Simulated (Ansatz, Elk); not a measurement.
# AsSF: X-ray structure factors from the self-consistent density, part 2 of 2

The structure of AsSF used here is made up (a known structure type with other elements) and was relaxed beforehand with r2SCAN. The aim is the Fourier transform of its all-electron density, F(hkl), set beside the sum over free spherical atoms that refinements use.

Elk 11.2.3 (patched build); all-electron DFT.

So far: The starting structure; Ground state and structure factors; The highest occupied states alone.

The structure was built from a prototype and need not be the compound's stable phase.

## (4) Another functional

Level of this step: DFT, PBEsol, all-electron APW+lo, Dirac cores, scalar-relativistic bands, static density, no spin (Elk).

The difference from free atoms is small, so it is set against the change that PBEsol makes.

elk.in reads:

```
tasks
  0
  195

xctype
  22

spinpol
  .false.

rgkmax
  7.0

gmaxvr
  14.0

lmaxo
  7

lmaxapw
  8

swidth
  0.002

tshift
  .false.

ramdisk
  .false.

hmaxvr
  5.5

maxscl
  120

epspot
  1e-06

sppath
  './'

avec
  6.62170635453 0.00000000000 -0.00000000000
  -3.31085317726 5.73456591942 0.00000000000
  -0.00000000000 0.00000000000 9.80319418829

atoms
  3
  'As.in'
  1
  -0.0000000000 0.0000000000 -0.0225462888   0.000000 0.000000 0.000000
  'S.in'
  1
  0.3333333333 0.6666666667 0.2431611548   0.000000 0.000000 0.000000
  'F.in'
  1
  0.6666666667 0.3333333333 0.7669851341   0.000000 0.000000 0.000000

ngridk
  7 7 5
```

Run with:

```bash
> OMP_NUM_THREADS=4 elk
```

Numbers of over 12 decimals in the logs are rounded to 6 here.

Output:

```text
┌─────────────────────────┐
│ Elk code version 11.2.3 │
└─────────────────────────┘

All units are atomic (Hartree, Bohr, etc.)

┌─────────────────────────────────────────────────┐
│ Ground-state run starting from atomic densities │
└─────────────────────────────────────────────────┘

Lattice vectors :
   6.621706355       0.000000000      -0.000000000
  -3.310853177       5.734565919       0.000000000
  -0.000000000       0.000000000       9.803194188

Reciprocal lattice vectors :
  0.9488770674      0.5478344303       0.000000000
[...]
muffin-tins (core leakage)
  species : 1 (As)
[...]
species : 2 (S)
   atom 1                    :    14.45299552     (  0.6994564245E-04)
  species : 3 (F)
   atom 1                    :    8.878353805     ( -0.2934674908E-06)
 total in muffin-tins        :    54.38134973
 total calculated charge     :    58.00044673
 total charge                :    58.00000000
 error                       :   0.4467267204E-03

┌──────────────────────────────┐
│ Self-consistent loop stopped │
└──────────────────────────────┘

Warning : core states of species 1 leak from the muffin-tin :   0.1995977252E-03

Wrote STATE.OUT
[key lines of the parts left out:]
total energy                :     -2757.6905970026
```

It took 12 s on 4 threads of Intel Xeon 6975P-C (Granite Rapids), shared host; peak memory 0.16 GiB.

Against the first run R = 0.04 %; the largest change is -0.032 at 011.

## (5) Basis size

The basis and the expansions that go with it are enlarged, to see whether the differences are converged.

elk.in, as its differences from that of step 4:

```diff
@@ -5,3 +5,3 @@
 xctype
-  22
+  20
 
@@ -11,12 +11,12 @@
 rgkmax
-  7.0
+  8.5
 
 gmaxvr
-  14.0
+  18.0
 
 lmaxo
-  7
+  9
 
 lmaxapw
-  8
+  10
```

Run with:

```bash
> OMP_NUM_THREADS=4 elk
```

Output:

```text
┌─────────────────────────┐
│ Elk code version 11.2.3 │
└─────────────────────────┘

All units are atomic (Hartree, Bohr, etc.)

┌─────────────────────────────────────────────────┐
│ Ground-state run starting from atomic densities │
└─────────────────────────────────────────────────┘

Lattice vectors :
   6.621706355       0.000000000      -0.000000000
  -3.310853177       5.734565919       0.000000000
  -0.000000000       0.000000000       9.803194188

Reciprocal lattice vectors :
  0.9488770674      0.5478344303       0.000000000
[...]
muffin-tins (core leakage)
  species : 1 (As)
[...]
species : 2 (S)
   atom 1                    :    14.47729358     (  0.6943216390E-04)
  species : 3 (F)
   atom 1                    :    8.898017049     ( -0.2934703396E-06)
 total in muffin-tins        :    54.42201291
 total calculated charge     :    57.99964821
 total charge                :    58.00000000
 error                       :   0.3517857300E-03

┌──────────────────────────────┐
│ Self-consistent loop stopped │
└──────────────────────────────┘

Warning : core states of species 1 leak from the muffin-tin :   0.1966585688E-03

Wrote STATE.OUT
[key lines of the parts left out:]
total energy                :     -2760.1992454414
```

The job ended after 34 s (4 threads; peak memory 0.23 GiB; 1.7 min of CPU time).

Against the first run R = 0.01 %; the largest change is -0.003 at 213.

## (6) A coarser k-mesh

About half the k-points along each axis test the sampling.

elk.in, as its differences from that of step 5:

```diff
@@ -11,12 +11,12 @@
 rgkmax
-  8.5
+  7.0
 
 gmaxvr
-  18.0
+  14.0
 
 lmaxo
-  9
+  7
 
 lmaxapw
-  10
+  8
 
@@ -61,2 +61,2 @@
 ngridk
-  7 7 5
+  4 4 2
```

Run with:

```bash
> OMP_NUM_THREADS=4 elk
```

Output:

```text
┌─────────────────────────┐
│ Elk code version 11.2.3 │
└─────────────────────────┘

All units are atomic (Hartree, Bohr, etc.)

┌─────────────────────────────────────────────────┐
│ Ground-state run starting from atomic densities │
└─────────────────────────────────────────────────┘

Lattice vectors :
   6.621706355       0.000000000      -0.000000000
  -3.310853177       5.734565919       0.000000000
  -0.000000000       0.000000000       9.803194188

Reciprocal lattice vectors :
  0.9488770674      0.5478344303       0.000000000
[...]
muffin-tins (core leakage)
  species : 1 (As)
[...]
species : 2 (S)
   atom 1                    :    14.48138662     (  0.6946150698E-04)
  species : 3 (F)
   atom 1                    :    8.894047049     ( -0.2934703889E-06)
 total in muffin-tins        :    54.41973821
 total calculated charge     :    58.00043777
 total charge                :    58.00000000
 error                       :   0.4377668824E-03

┌──────────────────────────────┐
│ Self-consistent loop stopped │
└──────────────────────────────┘

Warning : core states of species 1 leak from the muffin-tin :   0.1967334884E-03

Wrote STATE.OUT
[key lines of the parts left out:]
total energy                :     -2760.1921312333
```

Run time: 5.9 s. Hardware: 4 threads; peak memory 0.16 GiB.

Against the first run R = 0.01 %; the largest change is +0.007 at 004.

## (7) Settings against the effect

| run | R against the first run (%) | R against neutral atoms, low angle (%) | wall time |
| --- | --- | --- | --- |
| PBE, rgkmax 7 | 0.00 | 0.47 | 12 s |
| PBEsol | 0.04 | 0.44 | 12 s |
| rgkmax 8.5 with larger expansions | 0.01 | 0.48 | 34 s |
| k-mesh 4×4×2 | 0.01 | 0.48 | 5.9 s |

## (8) Summary of results

| Property | Result |
| --- | --- |
| R against neutral atoms, sin θ/λ < 0.3 Å⁻¹ | 0.47 % |
| R against neutral atoms, 0.3 to 0.82 Å⁻¹ | 0.21 % |

In words: Independent neutral atoms miss the calculated amplitudes by R = 0.47 % below 0.3 Å⁻¹ and 0.21 % from there to 0.82 Å⁻¹; by shells, 0.41 % below 0.15 Å⁻¹ (1 form), 0.48 % 0.15 to 0.3 (8 forms), 0.30 % 0.3 to 0.45 (18 forms), 0.19 % above 0.45 (96 forms). Bonding, aspherical density and the tables' own atoms all enter these figures, and the runs don't part them. The largest change of an amplitude is -0.24 electrons, at 101. R counts amplitudes alone; phases shift too. The window's part falls from 14.0 electrons at the origin to at most 0.97 between 0.45 and 0.82 Å⁻¹, where compact states inside the window still scatter. Below 0.3 Å⁻¹ the changes that finished (PBEsol, rgkmax 8.5 with larger expansions and k-mesh 4×4×2) move F by R = 0.06 % at most, against the 0.47 % that separates it from free atoms. Part of the difference isn't bonding: the tables are fits to free atoms and ions calculated by other methods than this functional. Thermal motion, anomalous dispersion and extinction are left out.

[Logs are printed without paths, hosts, clocks, repeated set-up lines and the standing remarks that a program may print on its own settings, such as how far it seeks lower states.]

[Hosts, paths, dates, database ids (printed as entryN), source tags and the programs' standing remarks are cut or masked in the printed files.]
